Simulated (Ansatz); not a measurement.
# LiZnF3 (model cell, started as cubic perovskite with Zn in the octahedra): from the cell to its phonons, part 2 of 2

Aim: the phonons of LiZnF3 (model cell, started as cubic perovskite with Zn in the octahedra) at a cell relaxed beforehand at this level. After the zone centre comes a 4×4×4 q mesh on a 8×8×8 k mesh.

Ansatz 0.2.0; DFT PBEsol, scalar-relativistic, plane waves, PAW; PAW set soft_1.

So far. Step 2 (Modes at Γ): Before it was imposed, the acoustic sum rule was missed by 2.6e-4 eV/Å² and the charge sum rule by 1.3e-5 e. Small misses are needed for a sound result but don't prove that mesh and cutoff are converged. The lowest optical mode is imaginary, 231.1i cm⁻¹, so the energy falls along it.

The structure was built from a prototype and need not be the compound's stable phase.

### 3. Response at finite wavevector

Stability and thermal properties need the whole zone. Linear response on a 4×4×4 q mesh gives force constants as far as a supercell of that size would, and the tensors from the zone-centre run are typed in so that the long-range dipole term is interpolated apart.

Contents of input.yaml:

```yaml
crystal:
  lattice:
    - [3.9677040432, 0.0, 0.0]
    - [0.0, 3.9677040432, 0.0]
    - [0.0, 0.0, 3.9677040432]
  atoms:
    - { symbol: Li, position: [0.0, 0.0, 0.0] }
    - { symbol: Zn, position: [0.5, 0.5, 0.5] }
    - { symbol: F, position: [0.5, 0.5, 0.0] }
    - { symbol: F, position: [0.5, 0.0, 0.5] }
    - { symbol: F, position: [0.0, 0.5, 0.5] }
kpoints:
  mp_grid: { grid: [8, 8, 8] }
hamiltonian:
  xc: pbesol
  pseudopotentials: { kind: paw, azcp: { folder: soft_1 }, xc_functional: pbe }
scf:
  occupations: { method: fixed }
output:
  eigenvalues: true
phonons:
  method: dfpt
  qmesh: [4, 4, 4]
  temperatures: { t_max: 1000, t_step: 50 }
  qpath:
    path:
      - [[0.0, 0.0, 0.0], [0.0, 0.5, 0.0], [0.5, 0.5, 0.0], [0.0, 0.0, 0.0], [0.5, 0.5, 0.5], [0.0, 0.5, 0.0]]
      - [[0.5, 0.5, 0.5], [0.5, 0.5, 0.0]]
    npoints: 10
  non_analytic_term:
    high_frequency_dielectric_tensor: [[2.29, 0.0, 0.0], [0.0, 2.29, 0.0], [0.0, 0.0, 2.29]]
    born_effective_charges:
      - { species: Li, tensor: [[1.2076, 0.0, 0.0], [0.0, 1.2076, 0.0], [0.0, 0.0, 1.2076]] }
      - { species: Zn, tensor: [[2.2074, 0.0, 0.0], [0.0, 2.2074, 0.0], [0.0, 0.0, 2.2074]] }
      - { species: F, tensor: [[-0.8576, 0.0, 0.0], [0.0, -0.8576, 0.0], [0.0, 0.0, -1.6999]] }
      - { species: F, tensor: [[-0.8576, 0.0, 0.0], [0.0, -1.6999, 0.0], [0.0, 0.0, -0.8576]] }
      - { species: F, tensor: [[-1.6999, 0.0, 0.0], [0.0, -0.8576, 0.0], [0.0, 0.0, -0.8576]] }
    source: "zone-centre run at this cell"
```

Command:

```sh
$ ansatz run input.yaml --threads 4 --pin off --max-ram 16384MiB --backend cpu --events-out ev --progress --plain --runs-dir out
```

Numbers of over 12 decimals in the logs are rounded to 6 here.

What it wrote:

```text
[...]
Crystal: 5 atoms, lattice volume = 62.462 Å³
Basis set: ecut = 420 eV, 1213 PW (Γ), exchange–correlation on 54×54×54 points (8 copies of the dense FFT grid, shifted against one another)
Bands: 23, of which v1, the nominal top of the filled ones, is band 18 counted from 1 (17 counted from 0)
Symmetry: 48 space group operations
k-points: 35 of 512
[...]
SCF iter   1: F=—  HF=-5893.265848 eV  |F-HF|=—  |Δ(HF+E_count)|=         —  Δρ=1.82e-1  dr2=1.26e1  ethr=3.10e-3  ⟨swp⟩=4.3  Hψ=3681  notcnv=0  defer=69
[...]
SCF iter  12: F=-5888.441203 eV  HF=-5888.441203 eV  |F-HF|=1.36e-11  |Δ(HF+E_count)|=  2.53e-10  Δρ=1.08e-7  dr2=7.15e-12  ethr=1.00e-12  ⟨swp⟩=11.1  Hψ=4647  notcnv=0
SCF 1 converged in 12 iterations: F = -5888.441203 eV  dr2 = 7.15e-12
[...]
NSCF: frozen V_eff on 35 k-points
[...]
DFPT response loops at q = (0, 0, 0) (fractional): preconditioner auto → none (the input reference at scf.mixing.eps_inf says where Resta's filter doesn't serve); β = 0.50; Broyden in place of MSR1
[...]
SCF converged after 12 iterations
Free energy (F): -5888.441203 eV
[...]
Internal energy: -5888.441203 eV  (E = F + TS)
E sigma→0 (E₀):  -5888.441203 eV
Fermi energy:    2.616982 eV
[...]
--- Band table (eV; the first three rows and the last of 35) ---
  k-point 0: bands = [... 14 lower, 0.1672, 0.2433, 0.2433, 0.2433, 5.6968, 10.1296, 13.4353, 13.4353, ... 1 higher]
  k-point 1: bands = [... 14 lower, 0.2010, 0.2898, 0.2898, 0.3809, 5.9815, 10.2676, 12.5777, 13.3930, ... 1 higher]
  k-point 2: bands = [... 14 lower, 0.2220, 0.4316, 0.4316, 0.6652, 6.7213, 10.4838, 11.6454, 13.2884, ... 1 higher]
  k-point 34: bands = [... 14 lower, 0.7927, 0.7927, 2.6170, 2.6170, 10.5318, 11.9437, 11.9437, 11.9437, ... 1 higher]
--- Phonons (Γ-DFPT): 4 representative perturbations + reference (Σ response iterations 15) ---
  ASR residual: 2.630e-4 → 0.000e0 eV/Å²; symmetrization residual: 1.250e-6 eV/Å²
  ASR residual per site (eV/Å²): 1.99e-4 2.63e-4 9.51e-5 9.51e-5 9.51e-5
[...]
--- Phonons (arbitrary-q DFPT): 10 irreducible q on the 4×4×4 mesh ---
  q = [0.0000, 0.0000, 0.0000] (star 1, of the zone-centre solve; hermiticity 1.77e-7, symmetrization 2.91e-13): -231.11 -231.11 -231.11 -40.21 -40.21 -40.21 -0.00 0.00 0.00 187.72 187.72 187.72 488.99 488.99 488.99
  q = [0.0000, 0.0000, 0.2500] (star 6, 9 solved perturbations in 1560 linear systems a pass and spin channel, the states on 200 of 512 k-point pairs; hermiticity 1.65e-7, symmetrization 3.34e-13): -223.70 -223.70 -45.45 -45.45 17.03 70.75 70.75 118.39 163.57 173.61 173.61 254.73 487.56 487.56 548.97
[...]
q = [0.0000, 0.2500, -0.5000] (star 12, 15 solved perturbations on 200 of 512 k-point pairs; hermiticity 2.08e-7, symmetrization 4.53e-14): -212.63 -204.04 -158.33 -122.13 25.14 110.96 126.37 130.04 163.28 199.53 266.24 300.45 405.14 484.84 548.27
[...]
sum rule: each row above includes the acoustic sum rule's correction from the zone centre's row sums; it moved no ω² by more than (2.79 cm⁻¹)²
  mesh force constants: q→R imaginary residual 7.26e-19; ASR residual 2.630e-4 → 0.000e0 eV/Å²; symmetrization residual 8.882e-15 eV/Å²
  interpolated dispersion: 63 rows × 15 modes
  density of states and harmonic sums: on the 16×16×16 q-mesh, interpolated from the force constants of a 4×4×4 supercell (with the dipole–dipole term of supplied tensors)
  largest difference from the sums on the solved wave vectors: F 6.65e-2 eV, S 8.86e-5 and C_V 2.21e-5 eV/K
  zero-point energy: 0.167330 eV/cell   skipped modes (ω ≤ 0): 853, of them read as no rigid motion or as one in doubt: 850 (5.177e0 modes/cell left out, lowest -231.11 cm⁻¹)   left out of the sums: 3.45e-1 of the cell's modes: C_V's classical limit lies that fraction below 3 k_B per atom; for a crystal, a wire or a layer, F and S can be off by more, and a phonons.interpolated_qmesh denser along its periods is the remedy for the sampling
```

The job ended after 6.4 min (4 threads of Intel Xeon Platinum 8375C at 2.90GHz (Ice Lake), shared host; peak memory 2 GiB).

Numbers from this step:

| Item | Value |
| --- | --- |
| sum-rule residual before enforcement | 2.63e-4 eV/Å² |
| lowest frequency on the path | -231.1 cm⁻¹ |
| highest frequency on the path or at a solved wavevector | 578.8 cm⁻¹ |
| lowest mode on the q mesh (acoustic modes at Γ apart) | -231.1 cm⁻¹ |

Frequencies (cm⁻¹) solved at each irreducible wavevector; negative means imaginary. Frequencies by wavevector, by row:

```
q in reciprocal lattice units  star  mode 1  mode 2  mode 3  mode 4  mode 13  mode 14  mode 15
                        0 0 0     1  -231.1  -231.1  -231.1   -40.2      489      489      489
                     0 0 0.25     6  -223.7  -223.7   -45.5   -45.5    487.6    487.6      549
                     0 0 -0.5     3  -215.3  -215.3   -58.9   -58.9    486.1    486.1    520.2
                  0 0.25 0.25    12  -220.2  -214.8  -118.6  -103.2    433.4    486.2    559.9
                  0 0.25 -0.5    12  -212.6    -204  -158.3  -122.1    405.1    484.8    548.3
                  0 -0.5 -0.5     3  -208.1  -208.1  -189.2  -161.1    350.4    483.6    545.7
               0.25 0.25 0.25     8  -219.1  -219.1  -123.9  -116.7    431.9    431.9    572.5
               0.25 0.25 -0.5    12  -218.2  -201.1  -184.2  -134.4    391.1    430.3    568.9
               0.25 -0.5 -0.5     6  -212.2  -212.2  -206.7  -161.5    350.1    412.8    571.6
               -0.5 -0.5 -0.5     1  -220.2  -220.2  -220.2  -161.8    349.8    349.8    578.8
```

Interpolated from a 4×4×4 q mesh, with the LO-TO term (at Γ the limit along the path; where Γ stands inside the path, tables give the limit on arrival). The phonon branches at the labelled points (cm⁻¹):

```
    point  branch 1  branch 2  branch 3  branch 4  branch 12  branch 13  branch 14  branch 15
        Γ      -231      -231       -40       -40        239        489        489        571
  halfway      -224      -224       -45       -45        255        488        488        549
        X      -215      -215       -59       -59        291        486        486        520
  halfway      -213      -204      -158      -122        300        405        485        548
        M      -208      -208      -189      -161        310        350        484        546
  halfway      -220      -215      -119      -103        270        433        486        560
        Γ      -231      -231       -40       -40        239        489        489        571
  halfway      -219      -219      -124      -117        280        432        432        572
        R      -220      -220      -220      -162        264        350        350        579
  halfway      -218      -201      -184      -134        296        391        430        569
        X      -215      -215       -59       -59        291        486        486        520
jump to R      -220      -220      -220      -162        264        350        350        579
  halfway      -212      -212      -207      -162        294        350        413        572
        M      -208      -208      -189      -161        310        350        484        546
```

The phonon density of states has structure finer than the step of the table below, so its rows give means over 25 cm⁻¹, whole bins alone (the curve runs from -235 to 585 cm⁻¹). Peaks (cm⁻¹: height): -215.0: 0.122, -155.0: 0.0230, 175.0: 0.0397, 295.0: 0.0425, 485.0: 0.0355, 565.0: 0.0367.

Tetrahedra on a 16×16×16 mesh, mean over bins of 10 cm-1. Interpolated from a 4×4×4 q mesh. Phonon density of states against wavenumber; means over each step:

wavenumber (cm⁻¹), phonon density of states (1/cm⁻¹/cell) and a bar:
```
     -200      0.042 ##############################
     -175      0.009 ######
     -150      0.020 ##############
     -125      0.021 ###############
     -100      0.019 #############
      -75      0.018 #############
      -50      0.018 ############
      -25      0.010 #######
        0      0.005 ###
       25      0.005 ###
       50      0.009 ######
       75      0.015 ##########
      100      0.016 ###########
      125      0.026 ##################
      150      0.030 #####################
      175      0.037 ##########################
      200      0.033 #######################
      225      0.025 ##################
      250      0.020 ##############
      275      0.029 ####################
      300      0.025 ##################
      325      0.001 
      350      0.004 ##
      375      0.009 ######
      400      0.010 #######
      425      0.012 ########
      450      0.015 ##########
      475      0.024 #################
      500      0.005 ###
      525      0.002 #
      550      0.021 ##############
```

The partial phonon density of states has structure finer than the step of the table below, so its rows give means over 20 cm⁻¹, whole bins alone (the curve runs from -241 to 606 cm⁻¹). Peaks (cm⁻¹: height): F -214.5: 0.0206, -123.9: 0.0193, -97.3: 0.0192, -60.0: 0.0198, 179.8: 0.0206, 478.1: 0.0270, 563.4: 0.0292; Li -214.5: 0.0712; Zn 169.1: 0.0152, 291.6: 0.0220, 483.4: 0.00367.

Phonopy on the run's constants, 15x15x15 mesh, Gaussian sigma 6.1 cm-1. Interpolated from a 4×4×4 q mesh. Partial phonon density of states against wavenumber; means over each step; values in 1/cm⁻¹/cell:

```
wavenumber (cm⁻¹)        F       Li       Zn
             -220   0.0146   0.0510   6.4e-4
             -200  0.00814   0.0299   5.7e-4
             -180  0.00287  0.00655   3.3e-4
             -160   0.0115  0.00403   3.1e-4
             -140   0.0184  0.00321   3.0e-4
             -120   0.0176  0.00247   2.9e-4
             -100   0.0175  0.00205   3.3e-4
              -80   0.0153  0.00158   4.7e-4
              -60   0.0184  0.00118  0.00126
              -40   0.0134   6.0e-4  0.00136
              -20  0.00639   2.8e-4   5.7e-4
                0  0.00151   8.8e-5   1.6e-4
               20  0.00269   2.1e-4   4.9e-4
               40  0.00622   7.2e-4  0.00139
               60  0.00861  0.00119  0.00279
               80  0.00978  0.00158  0.00434
              100  0.00843  0.00212  0.00601
              120   0.0101  0.00326   0.0106
              140   0.0125  0.00264   0.0140
              160   0.0159  0.00230   0.0133
              180   0.0203  0.00314   0.0138
              200   0.0186  0.00359   0.0109
              220   0.0154  0.00362  0.00809
              240   0.0105  0.00372  0.00636
              260  0.00972  0.00416  0.00749
              280   0.0112  0.00547   0.0154
              300  0.00674  0.00415   0.0150
              320   4.0e-4   3.8e-4  0.00118
              340  0.00109        0   1.3e-5
              360  0.00749   9.5e-7   2.3e-4
              380  0.00907   1.5e-5   5.0e-4
              400  0.00957   3.6e-5   7.0e-4
              420   0.0102   5.6e-5   9.1e-4
              440   0.0116   6.2e-5  0.00122
              460   0.0152   6.1e-5  0.00184
              480   0.0227   3.7e-5  0.00304
              500  0.00374   1.0e-6   5.1e-4
              520   6.4e-4   4.2e-5   2.5e-5
              540  0.00837   3.0e-4   5.3e-4
              560   0.0258   6.8e-4  0.00203
              580   0.0106   1.8e-4   7.0e-4
```

Symmetry leaves 10 wavevectors to solve. The lowest mode among them, the acoustic zeros apart, lies at Γ and is imaginary, 231.1i cm⁻¹, so the energy falls along it.

### 4. Outcome

```
space group (within 0.01 Å)                             : Pm-3m
volume per atom                                         : 12.5 Å³
gap on the k-mesh                                       : 3.08 eV
highest optical mode at the zone centre (no LO-TO term) : 489 cm⁻¹
top of the zone-centre spectrum with the field          : 571 cm⁻¹
lowest optical zone-centre mode                         : -231 cm⁻¹
mean high-frequency dielectric constant                 : 2.29
largest Born charge (third of the trace)                : 2.21 e
lowest mode on the q mesh (acoustic modes at Γ apart)   : -231 cm⁻¹
highest frequency on the path or at a solved wavevector : 579 cm⁻¹
imaginary modes on the 4×4×4 q mesh                     : yes
```

**Reading.** Modes are clearly imaginary (beyond 10i cm⁻¹) at 10 of the 10 irreducible wavevectors, most at Γ (231.1i cm⁻¹), so this structure is not a minimum of the energy. Without the field, the optical modes at Γ span -231 to 489 cm⁻¹ (negative means imaginary). The highest mode in this list at Γ, 489.0 cm⁻¹, is mostly motion of F (88 % of the kinetic energy). With the macroscopic field of the longitudinal modes the top of the zone-centre spectrum lies at 571 cm⁻¹, against 489 cm⁻¹ without it. Among the real modes, the strongest infrared line is at 489 cm⁻¹. The PAW files were made for PBE and serve the other functionals too. The starting cell was built on a prototype and not taken from a measurement, so the phase need not exist. These are harmonic frequencies at zero temperature: anharmonic shifts, linewidths and thermal expansion are left out.

[Logs are printed without paths, hosts, clocks, repeated set-up lines and the standing remarks that a program may print on its own settings, such as how far it seeks lower states.]

[Hosts, paths, dates, database ids (printed as entryN), source tags and the programs' standing remarks are cut or masked in the printed files.]
